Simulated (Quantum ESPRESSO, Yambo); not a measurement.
# PtS2 (1T monolayer): changed settings of a GW run in Yambo

Aim: change inputs of a GW run on PtS2 (1T monolayer) and see what moves.

Program: Yambo 5.3.0. Level of theory: PBE and many-body steps on it, plane waves. Results are calculated unless marked as measured.

**1. The starting structure**

The cell holds 3 atoms: 1 Pt and 2 S. Cell: a = 3.574 Å, b = 3.574 Å, c = 15.000 Å, α = 90.0°, β = 90.0°, γ = 120.0°. Vacuum lies along c.

Structure file:

```xyz
3
Lattice="3.5735 0.0000 0.0000 -1.7868 3.0948 0.0000 0.0000 0.0000 15.0000" Properties=species:S:1:pos:R:3
Pt    0.0000    0.0000    7.5000
S     0.0000    2.0632    8.7279
S     1.7868    1.0316    6.2721
```

The structure was relaxed with PBE. The runs that relaxed it are not among those shown. Spin-orbit coupling is left out unless a step names it.

**2. Base**

This step: Yambo 5.3.0; G0W0 on PBE, plane waves, norm-conserving pseudopotentials.

Now the one-shot GW correction: screening in the RPA, then the self-energy of the levels asked for.

Input file gw2.in:

```
HF_and_locXC
gw0
dyson
ppa
em1d
rim_cut
rim_w
RandQpts= 3000000
RandGvec= 100 RL
CUTGeo= "slab z"
RandGvecW= 9 RL
EXXRLvcs= 76 Ry
VXCRLvcs= 304 Ry
Chimod= "HARTREE"
% BndsRnXp
 1 | 117 |
%
NGsBlkXp= 9.5 Ry
% LongDrXp
 1 | 1 | 0 |
%
% GbndRnge
 1 | 117 |
%
DysSolver= "n"
ExtendOut
PPAPntXp= 27.21138 eV
% QPkrange
 5 | 5 | 14 | 17 |
 2 | 2 | 14 | 17 |
 1 | 1 | 14 | 17 |
%
```

On the command line:

```sh
$ OMP_NUM_THREADS=1 mpirun -n 4 yambo -F gw2.in -J gw2 -C gw2 > gw2.log
```

Output:

```text
 Yambo, version 5.3.0

 [02] CORE Variables Setup
 =========================

  [... cell, symmetries and grids as in the set-up ...]

  [02.05] Energies & Occupations
  ==============================

  [X] === General ===
  [X] Electronic Temperature                        :  0.000000  0.000000 [eV K]
  [X] Bosonic    Temperature                        :  0.000000  0.000000 [eV K]
  [X] Finite Temperature mode                       : no
  [X] El. density                                   :  0.18084E+24 [cm-3]
  [X] Fermi Level                                   : -0.891573 [eV]

  [X] === Gaps and Widths ===
  [X] Conduction Band Min                           :  2.039184 [eV]
  [X] Valence Band Max                              :  0.000000 [eV]
  [X] Filled Bands                                  :  15
  [X] Empty Bands                                   :   16  235
  [X] Direct Gap                                    :  2.064822 [eV]
  [X] Direct Gap localized at k                     :  2
  [X] Indirect Gap                                  :  2.039184 [eV]
  [X] Indirect Gap between kpts                     :   5   2
  [X] Last valence band width                       :  1.366419 [eV]
  [X] 1st conduction band width                     :  1.156560 [eV]

 [03] Transferred momenta grid and indexing
 ==========================================

 IBZ Q-points                                      :   7
 BZ  Q-points                                      :   36

 K/Q-points units:
 rlu = crystal or reduced units; cc = cartesian coordinates; iku = interal k-units

 Q [1]          [rlu]:  0.000000  0.000000  0.000000
 Q [2]          [rlu]:  0.48455E-17  0.16667       0.0000
 Q [3]          [rlu]:  0.96910E-17  0.33333       0.0000
 Q [4]          [rlu]: -0.14536E-16 -0.50000       0.0000
 Q [5]          [rlu]:  0.166667  0.166667  0.000000
 Q [6]          [rlu]:  0.166667  0.333333  0.000000
 Q [7]          [rlu]:  0.333333  0.333333  0.000000

 [04] Coloumb potential Random Integration (RIM)
 ===============================================

 Performing RIM of v_slab

  [04.01] RIM initialization
  ==========================

  * Diagonal components only detected *

  8 x (sBL volume)        :  0.049239 [a.u.]
  sBZ random points       :  3000000
  Points outside the sBZ  :  24001124
  RL volume               :  0.221577 [a.u.]
  Integrated volume       :  0.221567 [a.u.]

  [04.02] RIM integrals
  =====================

  Gamma point sphere radius             :  0.042044 [a.u.]
  Points outside the sphere             :  2398760
  [Int_sBZ(q=0) 1/q^2]*(Vol_sBZ)^(-1/3) =:  7.537039
                                 should be <:  7.795600

  Summary of Coulomb integrals for non-metallic bands |Q|[au] RIM/Bare

  Q [1] 0.100000E-4 0.966832 * Q [2] 0.179061 1.019959
  Q [5] 0.310143 1.030508 * Q [3] 0.358122 1.026927
  Q [6] 0.473751 1.018421 * Q [4] 0.537183 1.015215
  Q [7] 0.620285 1.011349
  Non-periodic chartesian directions : none
  Optical renormalization            :  28.34589 [au]
  Polarizability dimension           : length

 [05] Coloumb potential CutOffslab
 =================================

 Cut directionsZ
 Slab Cutoff:Z
 Symmetry test passed : yes

 [06] Dipoles
 ============

  [06.01] Setup: observables and procedures
  =========================================

  [WARNING] [x,Vnl] slows the Dipoles computation. To neglect it rename the ns.kb_pp file

 [07] Dynamic Dielectric Matrix (PPA)
 ====================================

 [WR./gw2//ndb.pp]---------------------------------------------------------------
  Brillouin Zone Q/K grids (IBZ/BZ)                :    7   36    7   36
  RL vectors                                       :  15319 [WF]
  Coulomb cutoff potential                         : slab z
  Electronic Temperature                           :  0.000000 [K]
  Bosonic    Temperature                           :  0.000000 [K]
  PPA    diel. fun.  energies                      : Perdew, Burke & Ernzerhof(X)+Perdew, Burke & Ernzerhof(C)
[...]
Field direction                                  :  0.707107E-5  0.707107E-5   0.00000
  BZ energy Double Grid                            : no
  BZ energy DbGd points                            : 0
  BZ Q point size factor                           : -1.000000
  X Optical Averaged directions                    : none

 [08] Local Exchange-Correlation + Non-Local Fock
 ================================================

 [VXC] Plane waves :  100255
 [EXS] Plane waves :  12631

 QP @ state[ 1 ] K range:  1  2
 QP @ state[ 1 ] b range:  14  17
 QP @ state[ 2 ] K range:   5   5
 QP @ state[ 2 ] b range:  14  17

 [xc] Functional : Perdew, Burke & Ernzerhof(X)+Perdew, Burke & Ernzerhof(C)
 [xc] LIBXC used to calculate xc functional
  PP Number of Atomic Species                      :  2
  NLCC RL compoments                               :  100255
  PP Number of Atomic Species                      :  2
  NLCC RL compoments                               :  100255

 [xc] E_xc :  -16.11413 [Ha]
      E_xc :  -32.22826 [Ry]

  Local XC kind (lXC) : Perdew, Burke & Ernzerhof(X)+Perdew, Burke & Ernzerhof(C)
  Non-Local XC kind (nlXC) : Hartree-Fock

  Corrections @ K [1] :  [eV]
 <14|nlXC|14> = -15.91028  0.10915E-16 <14|lXC|14> = -13.81681 -0.37763E-15
 <15|nlXC|15> = -15.91027 -0.36110E-17 <15|lXC|15> = -13.81680  0.47204E-16
 <16|nlXC|16> = -13.04571 -0.15183E-17 <16|lXC|16> = -16.89907 -0.37763E-15
 <17|nlXC|17> = -13.04572  0.12600E-18 <17|lXC|17> = -16.89907  0.56645E-15

  Corrections @ K [2] :  [eV]
 <14|nlXC|14> = -17.52371  0.32616E-17 <14|lXC|14> = -15.09466 -0.94408E-16
 <15|nlXC|15> = -19.68488 -0.29719E-17 <15|lXC|15> = -16.66488  0.000000
[...]
Corrections @ K [5] :  [eV]
[...]
<15|nlXC|15> = -17.62198 -0.31620E-17 <15|lXC|15> = -15.01162 -0.18882E-15
 <16|nlXC|16> = -12.08893 -0.53519E-17 <16|lXC|16> = -15.64451  0.000000
 <17|nlXC|17> = -12.79463 -0.52939E-18 <17|lXC|17> = -16.45290 -0.35403E-15

 [09] Dyson equation: Newton solver
 ==================================

  [09.01] RIM-W interpolation
  ===========================

  [WARNING] RIM-W works only for 2D semiconductors with slab cutoff
  Found compatible q grid: 2D
  q_min[ 1 ]:  0.16667      0.47076E-13   0.0000     [rlu]
   0.166667  0.083333  0.000000 [iku]
  q_min[ 2 ]:  0.48455E-17  0.16667       0.0000     [rlu]
   0.48455E-17  0.16667       0.0000     [iku]
  G-vectors :   9
  G-vectors loaded:   63
  Number of interpolated frequencies:  2

  Evaluating coefficients q = 0
  Evaluating coefficients q = 0

  [09.02] RIM-W integrals
  =======================

  8 x (sBL volume)        :  0.049239 [a.u.]
  sBZ random points       :  3000000
  Points outside the sBZ  :  24001124
  RL volume               :  0.221577 [a.u.]
  Integrated volume       :  0.221567 [a.u.]

  [09.03] RIM integrals
  =====================

  Comparison between head Wc = W - v averages: < Wc > [au] RIM-W/RIM

   < -Wc [Q = 1] > 0.357134E-1 0.439919E-4 * < -Wc [Q = 2] > 0.005436 0.005245
   < -Wc [Q = 3] > 0.973214E-3 0.953308E-3 * < -Wc [Q = 4] > 0.325747E-3 0.322188E-3
   < -Wc [Q = 5] > 0.001427 0.001393 * < -Wc [Q = 6] > 0.459391E-3 0.453710E-3
   < -Wc [Q = 7] > 0.212477E-3 0.210183E-3

  Comparison between head Wc = W - v averages: < Wc > [au] RIM-W/RIM

   < -Wc [G = 1,G`=0] > 0.357134E-1 0.439919E-4 * < -Wc [G = 2,G`=0] >-0.002270 0.000000
   < -Wc [G = 3,G`=0] >-0.002270 0.000000 * < -Wc [G = 4,G`=0] > 0.489038E-4  0.00000
   < -Wc [G = 5,G`=0] > 0.488607E-4  0.00000 * < -Wc [G = 6,G`=0] > 0.117281E-3  0.00000
   < -Wc [G = 7,G`=0] > 0.117320E-3  0.00000 * < -Wc [G = 8,G`=0] >-0.308771E-4  0.00000
   < -Wc [G = 9,G`=0] >-0.308781E-4  0.00000

 [10] G0W0 (W PPA)
 =================

 [  GW  ] Bands range     :    1  117
 [GW/PPA] G damping       :  0.100000 [eV]

 QP @ state[ 1 ] K range:  1  2
 QP @ state[ 1 ] b range:  14  17
 QP @ state[ 2 ] K range:   5   5
 QP @ state[ 2 ] b range:  14  17

  Sc/G bands                                       :    1  117
  Sc/G damping                                     :  0.100000 ev
  Sc bands terminator                              : no
  Sx RL components                                 :  12631

  QP @ state[ 1 ] K range                          :  1  2
  QP @ state[ 1 ] b range                          :  14  17
  QP @ state[ 2 ] K range                          :   5   5
  QP @ state[ 2 ] b range                          :  14  17
  GF energies kind                                 : Perdew, Burke & Ernzerhof(X)+Perdew, Burke & Ernzerhof(C)
  GF WF`s kind                                     : Perdew, Burke & Ernzerhof(X)+Perdew, Burke & Ernzerhof(C)
  Xs energies kind                                 : Perdew, Burke & Ernzerhof(X)+Perdew, Burke & Ernzerhof(C)
  Xs WF`s kind                                     : Perdew, Burke & Ernzerhof(X)+Perdew, Burke & Ernzerhof(C)

 [14] Game Over & Game summary
```

The job ended after 11 min (4 MPI ranks of Arm Neoverse N1, shared host; peak memory 2.6 GiB; 43 min of CPU time).

Numbers from this step:

* G0W0 gap on the points computed: 3.281 eV
* starting gap on the mesh: 2.039 eV
* k of the valence top: 0, 0.1667, 0
* k of the conduction bottom: 0, 0.1667, 0
* least direct G0W0 gap on the computed points: 3.281 eV
* Z at the valence top: 0.7469
* Z at the conduction bottom: 0.7538

The gap on the mesh goes from 2.04 eV to 3.28 eV, a correction of +1.24 eV.

**3. Field direction**

gw6.in, as its differences from gw2.in of step 2:

```diff
@@ -19,3 +19,3 @@
 % LongDrXp
- 1 | 1 | 0 |
+ 1 | 0 | 0 |
 %
```

On the command line:

```sh
$ OMP_NUM_THREADS=1 mpirun -n 4 yambo -F gw6.in -J gw6 -C gw6 > gw6.log
```

Output:

```text
 Yambo, version 5.3.0

 [02] CORE Variables Setup
 =========================

  [... cell, symmetries and grids as in the set-up ...]

  [02.05] Energies & Occupations
  ==============================

  [X] === General ===
  [X] Electronic Temperature                        :  0.000000  0.000000 [eV K]
  [X] Bosonic    Temperature                        :  0.000000  0.000000 [eV K]
  [X] Finite Temperature mode                       : no
  [X] El. density                                   :  0.18084E+24 [cm-3]
  [X] Fermi Level                                   : -0.891573 [eV]

  [X] === Gaps and Widths ===
  [X] Conduction Band Min                           :  2.039184 [eV]
  [X] Valence Band Max                              :  0.000000 [eV]
  [X] Filled Bands                                  :  15
  [X] Empty Bands                                   :   16  235
  [X] Direct Gap                                    :  2.064822 [eV]
  [X] Direct Gap localized at k                     :  2
  [X] Indirect Gap                                  :  2.039184 [eV]
  [X] Indirect Gap between kpts                     :   5   2
  [X] Last valence band width                       :  1.366419 [eV]
  [X] 1st conduction band width                     :  1.156560 [eV]

 [03] Transferred momenta grid and indexing
 ==========================================

 IBZ Q-points                                      :   7
 BZ  Q-points                                      :   36

 K/Q-points units:
 rlu = crystal or reduced units; cc = cartesian coordinates; iku = interal k-units

 Q [1]          [rlu]:  0.000000  0.000000  0.000000
 Q [2]          [rlu]:  0.48455E-17  0.16667       0.0000
 Q [3]          [rlu]:  0.96910E-17  0.33333       0.0000
[...]
RL volume               :  0.221577 [a.u.]
  Integrated volume       :  0.221567 [a.u.]

  [09.03] RIM integrals
  =====================

  Comparison between head Wc = W - v averages: < Wc > [au] RIM-W/RIM

   < -Wc [Q = 1] > 0.357134E-1 0.439919E-4 * < -Wc [Q = 2] > 0.005436 0.005245
   < -Wc [Q = 3] > 0.973214E-3 0.953308E-3 * < -Wc [Q = 4] > 0.325747E-3 0.322188E-3
   < -Wc [Q = 5] > 0.001427 0.001393 * < -Wc [Q = 6] > 0.459391E-3 0.453710E-3
   < -Wc [Q = 7] > 0.212477E-3 0.210183E-3

  Comparison between head Wc = W - v averages: < Wc > [au] RIM-W/RIM

   < -Wc [G = 1,G`=0] > 0.357134E-1 0.439919E-4 * < -Wc [G = 2,G`=0] >-0.002270 0.000000
   < -Wc [G = 3,G`=0] >-0.002270 0.000000 * < -Wc [G = 4,G`=0] > 0.489038E-4  0.00000
   < -Wc [G = 5,G`=0] > 0.488607E-4  0.00000 * < -Wc [G = 6,G`=0] > 0.117281E-3  0.00000
   < -Wc [G = 7,G`=0] > 0.117320E-3  0.00000 * < -Wc [G = 8,G`=0] >-0.308771E-4  0.00000
   < -Wc [G = 9,G`=0] >-0.308781E-4  0.00000

 [10] G0W0 (W PPA)
 =================

 [  GW  ] Bands range     :    1  117
 [GW/PPA] G damping       :  0.100000 [eV]

 QP @ state[ 1 ] K range:  1  2
 QP @ state[ 1 ] b range:  14  17
 QP @ state[ 2 ] K range:   5   5
 QP @ state[ 2 ] b range:  14  17

  Sc/G bands                                       :    1  117
  Sc/G damping                                     :  0.100000 ev
  Sc bands terminator                              : no
  Sx RL components                                 :  12631

  QP @ state[ 1 ] K range                          :  1  2
  QP @ state[ 1 ] b range                          :  14  17
  QP @ state[ 2 ] K range                          :   5   5
  QP @ state[ 2 ] b range                          :  14  17
  GF energies kind                                 : Perdew, Burke & Ernzerhof(X)+Perdew, Burke & Ernzerhof(C)
  GF WF`s kind                                     : Perdew, Burke & Ernzerhof(X)+Perdew, Burke & Ernzerhof(C)
  Xs energies kind                                 : Perdew, Burke & Ernzerhof(X)+Perdew, Burke & Ernzerhof(C)
  Xs WF`s kind                                     : Perdew, Burke & Ernzerhof(X)+Perdew, Burke & Ernzerhof(C)

 [14] Game Over & Game summary
```

Wall time 11 min (4 MPI ranks); peak memory 2.5 GiB.

Numbers from this step:

| Item | Value |
| --- | --- |
| G0W0 gap on the points computed | 3.281 eV |
| starting gap on the mesh | 2.039 eV |
| k of the valence top | 0, 0.1667, 0 |
| k of the conduction bottom | 0, 0.1667, 0 |
| least direct G0W0 gap on the computed points | 3.281 eV |
| Z at the valence top | 0.7469 |
| Z at the conduction bottom | 0.7538 |

Against G0W0 in Yambo (6×6×1 mesh, 117 bands, screening to 129.3 eV, Godby-Needs plasmon pole), the gap moves by +0.000 eV.

**4. Scissors in G**

gw7.in, as its differences from gw6.in of step 3:

```diff
@@ -19,3 +19,3 @@
 % LongDrXp
- 1 | 0 | 0 |
+ 1 | 1 | 0 |
 %
@@ -32 +32,4 @@
 %
+% GfnQP_E
+ 0.5 | 1.0 | 1.0 |
+%
```

On the command line:

```sh
$ OMP_NUM_THREADS=1 mpirun -n 4 yambo -F gw7.in -J gw7,gw2_W -C gw7 > gw7.log
```

Output:

```text
 Yambo, version 5.3.0

 [02] CORE Variables Setup
 =========================

  [... cell, symmetries and grids as in the set-up ...]

  [02.05] Energies & Occupations
  ==============================

  [X] === General ===
  [X] Electronic Temperature                        :  0.000000  0.000000 [eV K]
  [X] Bosonic    Temperature                        :  0.000000  0.000000 [eV K]
  [X] Finite Temperature mode                       : no
  [X] El. density                                   :  0.18084E+24 [cm-3]
  [X] Fermi Level                                   : -0.891573 [eV]

  [X] === Gaps and Widths ===
  [X] Conduction Band Min                           :  2.039184 [eV]
  [X] Valence Band Max                              :  0.000000 [eV]
  [X] Filled Bands                                  :  15
  [X] Empty Bands                                   :   16  235
  [X] Direct Gap                                    :  2.064822 [eV]
  [X] Direct Gap localized at k                     :  2
  [X] Indirect Gap                                  :  2.039184 [eV]
  [X] Indirect Gap between kpts                     :   5   2
  [X] Last valence band width                       :  1.366419 [eV]
  [X] 1st conduction band width                     :  1.156560 [eV]

 [03] Transferred momenta grid and indexing
 ==========================================

 IBZ Q-points                                      :   7
 BZ  Q-points                                      :   36

 K/Q-points units:
 rlu = crystal or reduced units; cc = cartesian coordinates; iku = interal k-units

 Q [1]          [rlu]:  0.000000  0.000000  0.000000
 Q [2]          [rlu]:  0.48455E-17  0.16667       0.0000
 Q [3]          [rlu]:  0.96910E-17  0.33333       0.0000
[...]
[G+QP] Indirect Gap between kpts                  :   5   2
  [G+QP] Last valence band width                    :  1.366419 [eV]
  [G+QP] 1st conduction band width                  :  1.156560 [eV]

  [coarse-grid] Minimum Bare Gap        [ev]:  2.039184
  [coarse-grid] Minimum Gap Correction  [ev]:  0.500000

  Eqp @ K [1]
  -98.63536 -52.78141 -52.78141 -52.67634 -13.98564 -11.76250  -5.52509  -5.52509
  -5.143562 -2.833696 -2.833696 -0.771738 -0.659837 -0.288475 -0.288475  3.695743
   3.695743  5.868272  6.356387  6.869827  7.196674  8.837245  9.252103  9.252103
[...]
Eqp @ K [2]
[...]
Eqp @ K [3]
[...]
Eqp @ K [4]
[...]
Eqp @ K [5]
[...]
Eqp @ K [6]
[...]
Eqp @ K [7]
[...]
2.64760   7.35912   9.47477   9.47477   9.87352   9.89557  10.62760  10.62760
   11.78699  11.78699  11.99277  12.07368  12.57603  12.57603  13.50620  13.50620

 [07] Dipoles
 ============

  [07.01] Setup: observables and procedures
  =========================================

 [08] Dynamic Dielectric Matrix (PPA)
 ====================================

  Sc/G bands                                       :    1  117
  Sc/G damping                                     :  0.100000 ev
  Sc bands terminator                              : no
  Sx RL components                                 :  12631

  QP @ state[ 1 ] K range                          :  1  2
  QP @ state[ 1 ] b range                          :  14  17
  QP @ state[ 2 ] K range                          :   5   5
  QP @ state[ 2 ] b range                          :  14  17
  GF energies kind                                 : Perdew, Burke & Ernzerhof(X)+Perdew, Burke & Ernzerhof(C)+ user defined corrections @E
  GF WF`s kind                                     : Perdew, Burke & Ernzerhof(X)+Perdew, Burke & Ernzerhof(C)
  Xs energies kind                                 : Perdew, Burke & Ernzerhof(X)+Perdew, Burke & Ernzerhof(C)
  Xs WF`s kind                                     : Perdew, Burke & Ernzerhof(X)+Perdew, Burke & Ernzerhof(C)

 [15] Game Over & Game summary
```

The job ended after 5.4 min (4 MPI ranks; peak memory 2.4 GiB; 22 min of CPU time).

Numbers from this step:

* G0W0 gap on the points computed: 3.363 eV
* starting gap on the mesh: 2.039 eV
* k of the valence top: 0, 0.1667, 0
* k of the conduction bottom: 0, 0.1667, 0
* least direct G0W0 gap on the computed points: 3.363 eV
* Z at the valence top: 0.7481
* Z at the conduction bottom: 0.7657

The program's own table gives 3.480 eV, which is too large where the input levels are shifted: this version takes Σc at the unshifted level E₀, yet steps from the shifted one. The value above is the Newton step from E₀, E₀ + Z(Σc + Σx − Vxc), rebuilt from the printed columns.

**5. The runs together**

Times are wall times on 4 MPI ranks of Arm Neoverse N1, shared host, good to a factor of about two.

```tsv
run	mesh	bands	screening cutoff (eV)	DFT gap (eV)	gap on the mesh (eV)	direct (eV)	time
base	6×6×1	117	129.3	2.039	3.281	3.281	11 min
field direction	6×6×1	117	129.3	2.039	3.281	3.281	11 min
scissors in G	6×6×1	117	129.3	2.039	3.363	3.363	5.4 min
```

**6. Results**

| Property | Result |
| --- | --- |
| base | 3.281 eV |
| field direction | 3.281 eV |
| scissors in G | 3.363 eV |
| known limits | not at the basis limit; no spin polarisation; d states lean on the start; no spin-orbit coupling |

What this shows: Field direction: no change against base (keys changed: LongDrXp). Scissors in G: +0.082 eV against base (keys changed: GfnQP_E). Bands and cutoff are finite, so the gap is not at the basis limit. The miss can reach some tenths of an eV and take either sign; the mesh is an error of its own. In the G0W0 runs levels were corrected at 3 k points alone, so a gap called «on the mesh» is the least over those, and an edge elsewhere would be missed. A denser mesh or path gives a starting gap of 1.77 eV: the GW mesh misses a band edge, so its gaps are not the fundamental one. The runs have no spin polarisation. For a closed low-spin shell that is the natural state; where a d or f shell is open it is a constraint, and the gap is then not the crystal's own. With d states at the gap, one-shot GW leans hard on its start. The many-body steps are scalar-relativistic: spin-orbit coupling is not in them.

[Paths, hosts, dates, memory and timing lines, banners, echoed tables and standing remarks are left out of the program output.]

[Logs are printed without paths, hosts, clocks, repeated set-up lines and the standing remarks that a program may print on its own settings, such as how far it seeks lower states.]

[Runs of the session that timed out or met a known fault of the program may be left out.]

[Hosts, paths, dates, database ids (printed as entryN), source tags and the programs' standing remarks are cut or masked in the printed files.]
